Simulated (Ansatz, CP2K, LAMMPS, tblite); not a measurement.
**Amorphous poly(vinyl fluoride) (as short chains C22F10H36) at 300 K (136 atoms): one structure in several programs**

Wanted: errors and costs of other methods on amorphous poly(vinyl fluoride) (as short chains C22F10H36) at 300 K (136 atoms). A plane-wave run serves as the reference.

Main program and level: Ansatz 0.2.0; Kohn-Sham DFT, PBE, PAW, plane waves.

## Step 1: Set-up

The cell holds 136 atoms: 44 C, 20 F and 72 H. Its edges and angles: a = 10.781 Å, b = 10.781 Å, c = 10.781 Å, α = 90.0°, β = 90.0°, γ = 90.0°. 2 poly(vinyl fluoride) chains of 10 units with methyl end groups placed at random, at 1.3 g/cm³; overlaps pushed apart, then 20 ps at 800 K with MMFF94 bonds, angles, torsions, charges and radii (Halgren, J. Comput. Chem. 17, 490 (1996)) in harmonic and 12-6 forms. Snapshot after 30 ps at 300 K and fixed volume.

## Step 2: The reference run

The PAW files are the set soft_2.

The input, input.yaml:

```yaml
crystal:
  lattice:
    - [10.78108, 0.0, 0.0]
    - [0.0, 10.78108, 0.0]
    - [0.0, 0.0, 10.78108]
  atoms:
    - { symbol: C, position: [0.23076, 0.35155, 0.11925] }
    - { symbol: C, position: [0.33638, 0.29446, 0.189] }
    - { symbol: C, position: [0.42683, 0.22599, 0.09353] }
    - { symbol: F, position: [0.36238, 0.12866, 0.04527] }
    [... 126 atom lines left out ...]
    - { symbol: H, position: [0.15322, 0.937, 0.40167] }
    - { symbol: H, position: [0.30632, 0.99095, 0.39929] }
    - { symbol: H, position: [0.29709, 0.77032, 0.44327] }
    - { symbol: H, position: [0.23092, 0.68556, 0.63553] }
    - { symbol: H, position: [0.14782, 0.81613, 0.66282] }
    - { symbol: H, position: [0.11069, 0.7169, 0.53554] }
kpoints:
  mp_grid: { grid: [1, 1, 1] }
hamiltonian:
  xc: pbe
scf:
  occupations: { method: fermi_dirac, width: 0.05 }
output:
  forces: true
  eigenvalues: true
  populations: true
  stress: true
```

The run is started by

```sh
> ansatz run input.yaml --threads 4 --pin off --max-ram 8192MiB --backend cpu --events-out ev --progress --plain --runs-dir out
```

Log:

```text
[...]
Pseudopotentials: kind: paw
Pseudopotential: C, paw, valence charge 4, recommended cutoff 420 eV (normal), C.paw.azcp
Pseudopotential: F, paw, valence charge 7, recommended cutoff 420 eV (normal), F.paw.azcp
Pseudopotential: H, paw, valence charge 1, recommended cutoff 420 eV (normal), H.paw.azcp
[... 5 lines on functional and potentials left out ...]
Crystal: 136 atoms, lattice volume = 1253.103 Å³
Basis set: ecut = 420 eV, 24405 PW (Γ), exchange–correlation on 150×150×150 points (8 copies of the dense FFT grid, shifted against one another)
Bands: 330, of which v1, the nominal top of the filled ones, is band 194 counted from 1 (193 counted from 0)
Symmetry: 1 space group operations
Space group: P1 (ITA 1), of the structure as read, at distance tolerance 1.1e-4 Å
k-points: 1
[... 7 lines on functional and potentials left out ...]
Initial density: superposition of atomic densities (neutral atoms: chi_scale 0, normalization atom), corrected by the library's trained network
Initial wavefunctions: pseudopotential atomic-orbital guess
[...]
SCF iter   1: F=—  HF=-28351.499723 eV  |F-HF|=—  |Δ(HF+E_count)|=         —  Δρ=5.20e-3  dr2=3.79e-1  ethr=1.77e-3  ⟨swp⟩=6.0  Hψ=1485  notcnv=0  defer=24
preconditioner: auto → Resta (q_TF=auto, 2.244 Å⁻¹)  ε∞=2.6  [insulator: Δε(μ)=6.208 eV  Ē_g=15.631 eV  σ=0.050 eV  W_gap=1.00  n_scr=250 (ndim 8)  ℏωp=19.6 eV  f_vac=0.230  D(μ)=0.00/eV (n_scr^D=0)  ε∞_Penn≈2.6]
[...]
SCF iter   8: F=—  HF=-28351.443885 eV  |F-HF|=—  |Δ(HF+E_count)|=   1.39e-7  Δρ=6.08e-6  dr2=3.94e-7  ethr=1.22e-9  ⟨swp⟩=2.0  Hψ=392  notcnv=0  defer=131
SCF iter   9: F=-28351.443886 eV  HF=-28351.443886 eV  |F-HF|=1.40e-8  |Δ(HF+E_count)|=   1.61e-7  Δρ=1.76e-6  dr2=3.98e-8  ethr=2.58e-11  ⟨swp⟩=14.0  Hψ=2072  notcnv=0
SCF 1 converged in 9 iterations: F = -28351.443886 eV  dr2 = 3.98e-8
[...]
SCF converged after 9 iterations
Free energy (F): -28351.443886 eV
Harris-Foulkes:  -28351.443886 eV  (|F-HF|=1.40e-8)
Internal energy: -28351.443886 eV  (E = F + TS)
E sigma→0 (E₀):  -28351.443886 eV
Fermi energy:    2.134807 eV
--- Per-component energies (eV) ---
[...]
Σ components = -28351.443886   (vs F -28351.443886, Δ=0.00e0)
--- Forces (eV/Å), atoms counted from 1 ---
  atom   1  C     -1.95080827    -0.98484734     0.63249108
  atom   2  C      1.42385651     1.26845819    -0.83341156
  atom   3  C     -1.71316889     1.30620968     2.14544901
  atom   4  F     -1.60790714    -1.38561058    -1.10603857
[...]
atom 136  H     -0.33488646     0.51955586    -0.13177996
  max |Σ_I F_I| component: 9.81e-5 eV/Å
--- Stress (GPa, compression-positive) ---
        6.665635      -0.322268       0.620536
       -0.322268       5.259687       0.780242
        0.620537       0.780242       5.472264
  P = ⅓ Tr σ = 5.7992 GPa (57.992 kbar)
--- Band table (eV) ---
  k-point 0: bands = ["-24.8979", "-24.8826", "-24.8497", "-24.7790", [... 314 levels ...], "12.4215", "12.4735", "12.5030", "12.5392", "12.6154", "12.6568", "12.7164", "12.7512", "12.8286", "12.8869", "12.9353", "13.0238"]
--- Löwdin populations: 136 sites ---
  site symbol       q [e]
     0      C      4.4446
     1      C      4.2746
     2      C      3.7902
[...]
135      H      0.8084
  spilling = 0.010690 (of n_electrons = 388.000000)
```

Elapsed: 14 s, on 4 threads of Arm Neoverse V2, shared host; peak memory 1.5 GiB; 51 s of CPU time.

In the SCF lines HF is the Harris–Foulkes energy and dr2 the Hartree energy of the density residual, in eV; the loop may stop once dr2 is under the threshold and the program's other checks hold. Hψ counts applications of the Hamiltonian.

Read from the output:

```
free energy                                      : -28351.4439 eV
free energy per atom                             : -208.4665 eV/atom
SCF cycles                                       : 9
pressure                                         : 5.799 GPa
r.m.s. force component                           : 0.9904 eV/Å
longest force                                    : 4.455 eV/Å
Fermi energy                                     : 2.135 eV
gap (highest filled to lowest empty level) : 6.168 eV
spilling of the projection                       : 0.01069
```

Length of the force by element:

```
element  coordination  atoms  mean length of the force (eV/Å)  spread  least  most
      C           all     44                             2.11   0.823  0.542  4.46
      F           all     20                             1.95   0.781  0.482  3.49
      H           all     72                            0.947   0.544  0.203  3.93
```

Löwdin charges by element (they lack the spilled electrons, 0.030 e an atom on average):

```
element  coordination  atoms  mean charge (e)  spread   least    most
      C           all     44          -0.0832   0.274  -0.491   0.232
      F           all     20           -0.288  0.0097  -0.308  -0.266
      H           all     72            0.189  0.0153   0.155   0.230
```

The levels nearest the highest filled one (over half full), pooled over k-points and spins:

```
level less the highest filled one (eV)  occupation
                                -0.331           2
                                -0.194           2
                                -0.136           2
                               -0.0858           2
                               -0.0203           2
                                     0           2
                                  6.17           0
                                  6.26           0
                                  6.45           0
                                  6.56           0
                                  6.60           0
                                  6.77           0
```

The run ends at a pressure of 5.80 GPa, with forces up to 4.5 eV/Å.

## Step 3: Local order

Density 1.3 g/cm³, 9.214 Å³ an atom.

g(r), total and by pair (bins of 0.2 Å):

```
r (Å)  total   H-H   H-C   H-F   C-C   C-F   F-F
 0.90   0.06  0.00  0.17  0.00  0.00  0.00  0.00
 1.10   3.21  0.00  9.36  0.00  0.00  0.00  0.00
 1.30   0.55  0.00  0.00  0.00  0.00  5.80  0.00
 1.50   1.02  0.00  0.00  0.00  9.45  0.28  0.00
 1.70   0.52  1.85  0.00  0.00  0.00  0.00  0.00
 1.90   0.23  0.22  0.00  1.11  0.00  0.00  0.00
 2.10   1.40  0.21  3.54  0.82  0.00  0.00  0.00
 2.30   1.32  1.22  0.97  1.82  0.09  3.59  0.46
 2.50   1.43  2.02  0.42  2.13  3.00  0.74  0.00
 2.70   0.98  0.79  1.21  1.57  0.15  0.69  0.70
 2.90   0.91  0.93  0.91  1.12  0.06  1.48  0.60
 3.10   0.75  1.23  0.38  0.75  0.49  0.94  0.79
 3.30   0.83  0.74  0.70  1.53  0.24  0.97  0.93
 3.50   0.75  0.90  0.87  0.59  0.08  0.59  2.02
 3.70   0.80  1.04  0.71  0.78  0.44  0.88  0.72
 3.90   0.83  1.02  0.74  0.69  0.82  0.71  1.49
 4.10   0.92  0.73  1.06  0.95  0.61  1.04  1.77
 4.30   0.96  0.96  1.01  0.79  0.78  1.19  1.08
 4.50   1.01  0.93  1.10  0.75  1.42  0.96  0.62
 4.70   1.11  1.18  1.17  1.04  0.81  1.12  0.91
 4.90   1.10  1.05  1.07  1.37  1.19  0.85  1.05
 5.10   0.98  1.00  1.04  0.89  0.97  0.96  0.67
 5.30   1.06  0.97  0.98  1.12  1.80  0.77  0.79
```

Bonds by pair of elements; cutoffs follow the first minimum of g(r), held within bounds set by covalent radii, and pairs that aren't listed don't count as bonded:

```
pair A-B  cutoff (Å)  bonds  mean length (Å)  spread (Å)  shortest (Å)  B about A  A about B
     H-C        1.34     72             1.09       0.028         0.999          1       1.64
     C-C        1.85     42             1.52       0.033          1.45       1.91       1.91
     C-F        1.62     20             1.37       0.019          1.34      0.455          1
```

How many atoms have how many bonded neighbours:

```
element  mean   1   4
      C     4   0  44
      F     1  20   0
      H     1  72   0
```

## Step 4: The ladder

The programs:
- CP2K 2026.2: Gaussian basis with GTH pseudopotentials and a plane-wave density; labels give functional, basis (MOLOPT sets; SR short-range, UZH the newer set with its own potentials), grid cutoff/relative cutoff and solver (OT: orbital transformation; TRS4, TC2, SIGN: linear-scaling purification with its sparsity filter), or its built-in tight binding.
- tblite 0.8.0: extended tight binding, driven from Python.

All use the same cell and atoms; the electronic-structure runs use the same k-mesh, and an electronic temperature of 580 K (0.05 eV) where levels are smeared.

Differences are against the plane-wave reference, forces as r.m.s. over components; share is that over the reference's r.m.s. force, slope the least-squares factor from reference forces to these. Total energies of different programs have different zeros and aren't compared.

```
                                                                     run  Δ force, r.m.s. (meV/Å)  share (%)  slope  Δ pressure (GPa)  Δ gap (eV)  cores  CPU time  memory (GiB)
                                                               reference                        -          -      -                 -           -      4      51 s           1.5
                                          CP2K GFN1-xTB, diagonalisation                      396       40.0  0.771             -3.66           -      1     6.2 s          0.25
             CP2K PBE+rVV10L, DZVP-MOLOPT-SR, 600/50 Ry, diagonalisation                      153       15.5  1.081             0.209        1.07      2    10 min           5.8
           CP2K PBE, DZVP-MOLOPT-SR, 210/50 Ry, diagonalisation (coarse)                      677       68.3  1.132             0.813        1.15      2   4.5 min          0.94
           CP2K PBE, DZVP-MOLOPT-SR, 420/50 Ry, diagonalisation (coarse)                      165       16.7  1.072             0.715        1.15      2   4.8 min           1.9
                            CP2K PBE, DZVP-MOLOPT-SR, 600/50 Ry, OT DIIS                      150       15.1  1.075             0.652        1.15      4    10 min           2.7
                    CP2K PBE, DZVP-MOLOPT-SR, 600/50 Ry, diagonalisation                      150       15.1  1.075             0.652        1.16      4   5.9 min           4.0
CP2K PBE, SZV-MOLOPT-SR, 600/50 Ry, TC2 filter 1e-07, SCF 1e-07 (coarse)                     1579        159  1.857              7.88           -      2      92 s           1.6
            CP2K PBE, SZV-MOLOPT-SR, 600/50 Ry, diagonalisation (coarse)                     1578        159  1.856              7.88        2.87      2   3.2 min           2.9
                                                         tblite GFN1-xTB                      398       40.1  0.770             -3.64           -      1     2.5 s          0.17
```

Rows marked coarse were listed beforehand as settings not expected to be converged; some can still land near the reference.

CPU time is summed over cores on a shared host, where runs went side by side, so it is rough. Symmetry, cutoffs, thresholds, outputs and thread counts weren't matched or tuned between programs; memory under MPI is the largest rank's times the ranks.

Mean charges by element (e), by run and scheme:

```
                                                        run     scheme      C      F      H
                                                  reference     Löwdin  -0.08  -0.29  +0.19
                             CP2K GFN1-xTB, diagonalisation   Mulliken  +0.06  -0.29  +0.05
CP2K PBE+rVV10L, DZVP-MOLOPT-SR, 600/50 Ry, diagonalisation   Mulliken  -0.06  -0.16  +0.08
CP2K PBE+rVV10L, DZVP-MOLOPT-SR, 600/50 Ry, diagonalisation  Hirshfeld  -0.03  -0.06  +0.04
       CP2K PBE, DZVP-MOLOPT-SR, 420/50 Ry, diagonalisation   Mulliken  -0.06  -0.16  +0.08
       CP2K PBE, DZVP-MOLOPT-SR, 420/50 Ry, diagonalisation  Hirshfeld  -0.03  -0.06  +0.04
               CP2K PBE, DZVP-MOLOPT-SR, 600/50 Ry, OT DIIS   Mulliken  -0.06  -0.16  +0.08
               CP2K PBE, DZVP-MOLOPT-SR, 600/50 Ry, OT DIIS  Hirshfeld  -0.03  -0.06  +0.04
       CP2K PBE, DZVP-MOLOPT-SR, 600/50 Ry, diagonalisation   Mulliken  -0.06  -0.16  +0.08
       CP2K PBE, DZVP-MOLOPT-SR, 600/50 Ry, diagonalisation  Hirshfeld  -0.03  -0.06  +0.04
                                            tblite GFN1-xTB   Mulliken  +0.06  -0.29  +0.05
```

The reference's Löwdin charges lack the electrons that the projection spills, 0.030 e an atom on average.

Within one program, basis, potentials and functional, energies share a zero. Each run against its twin at the usual cutoff or grid and solver:

```
                                                            run                                        twin  Δ energy (meV/atom)  Δ force, r.m.s. (meV/Å)         CPU time over the twin's
           CP2K PBE, DZVP-MOLOPT-SR, 210/50 Ry, diagonalisation  DZVP-MOLOPT-SR, 600/50 Ry, diagonalisation                -9.33                      651  0.76 (this twin ran on 4 cores)
           CP2K PBE, DZVP-MOLOPT-SR, 420/50 Ry, diagonalisation  DZVP-MOLOPT-SR, 600/50 Ry, diagonalisation                -1.53                      108  0.82 (this twin ran on 4 cores)
                   CP2K PBE, DZVP-MOLOPT-SR, 600/50 Ry, OT DIIS  DZVP-MOLOPT-SR, 600/50 Ry, diagonalisation               3.0e-4                     0.14                              1.7
CP2K PBE, SZV-MOLOPT-SR, 600/50 Ry, TC2 filter 1e-07, SCF 1e-07   SZV-MOLOPT-SR, 600/50 Ry, diagonalisation              -0.0018                    0.762                             0.48
```

## Step 5: Results

```
reference r.m.s. force component                       : 0.990 eV/Å
nearest in forces                                      : a tie at 15 % of 3 runs: CP2K PBE+rVV10L, DZVP-MOLOPT-SR, 600/50 Ry, diagonalisation; CP2K PBE, DZVP-MOLOPT-SR, 600/50 Ry, OT DIIS; CP2K PBE, DZVP-MOLOPT-SR, 600/50 Ry, diagonalisation
farthest in forces                                     : a tie at 159 % of 2 runs: CP2K PBE, SZV-MOLOPT-SR, 600/50 Ry, TC2 filter 1e-07, SCF 1e-07 (coarse); CP2K PBE, SZV-MOLOPT-SR, 600/50 Ry, diagonalisation (coarse)
cheapest electronic-structure run beside the reference : tblite GFN1-xTB, 2.5 s of CPU time
```

What this shows: The PBE runs in local orbitals, coarse settings apart, differ by 15 % in each run; basis, grid and potentials can all enter. Tight binding differs by 40 % in each run; it is another model, with fitted parameters of its own, and the xTB methods hold dispersion. Rows with another functional or a dispersion term differ by 15 % (CP2K PBE+rVV10L, DZVP-MOLOPT-SR, 600/50 Ry, diagonalisation), which mixes the change of model with differences of basis and potentials. Runs with settings chosen to be coarse differ by 17 % (CP2K PBE, DZVP-MOLOPT-SR, 420/50 Ry, diagonalisation) to 159 % (CP2K PBE, SZV-MOLOPT-SR, 600/50 Ry, TC2 filter 1e-07, SCF 1e-07), their programs' other errors included. Of the electronic-structure runs that take under half the reference's CPU time, CP2K GFN1-xTB, diagonalisation is among the nearest, at 40 % in 6.2 s against 51 s; its pressure misses by -3.7 GPa. At the same functional, gaps differ from the reference's 6.17 eV by between +1.15 and +2.87 eV. A likely cause of the wide gaps: compact atomic orbitals describe empty levels worse than filled ones. In pressure, CP2K PBE, SZV-MOLOPT-SR, 600/50 Ry, diagonalisation misses by +7.9 GPa, at the same functional. Charges hang on model, scheme and program or settings: among these rows the mean for F runs from -0.29 to -0.06 e. In the reference: filled and empty levels are parted by 6.17 eV (at Γ alone); a semilocal functional tends to put such gaps too low. In a disordered cell it changes from sample to sample, and tail or defect levels can set it. In the reference: mean Löwdin charges: C -0.08, F -0.29, H +0.19 e (they miss 1.1 % of the electrons, so they add up to more than the cell's charge). Periodic xTB results under one method name differ between programs and library versions. The network of contacts between molecules at the start is that of the classical potential that made the cell, and needn't be the one that DFT or experiment would give. The reference's PBE has no dispersion term, which matters for the binding between molecules or layers. The density was typed from a rule of thumb and may lie off the real one at this temperature. The electronic-structure runs sample only Γ, in a cell whose shortest periodic width is 11 Å.

[Also dropped from logs without a mark: logging warnings of Python, and SIESTA's first energy breakdown and zero terms.]

[Logs are printed without paths, hosts, clocks, repeated set-up lines and the standing remarks that a program may print on its own settings, such as how far it seeks lower states.]

[Hosts, paths, dates, database ids (printed as entryN), source tags and the programs' standing remarks are cut or masked in the printed files.]

[The MMFF94 radii named for the starting cell were scaled by 0.96; in molecules described by MMFF94, hydrogen bound to N, O or S took a small fixed 12-6 site in their place.]
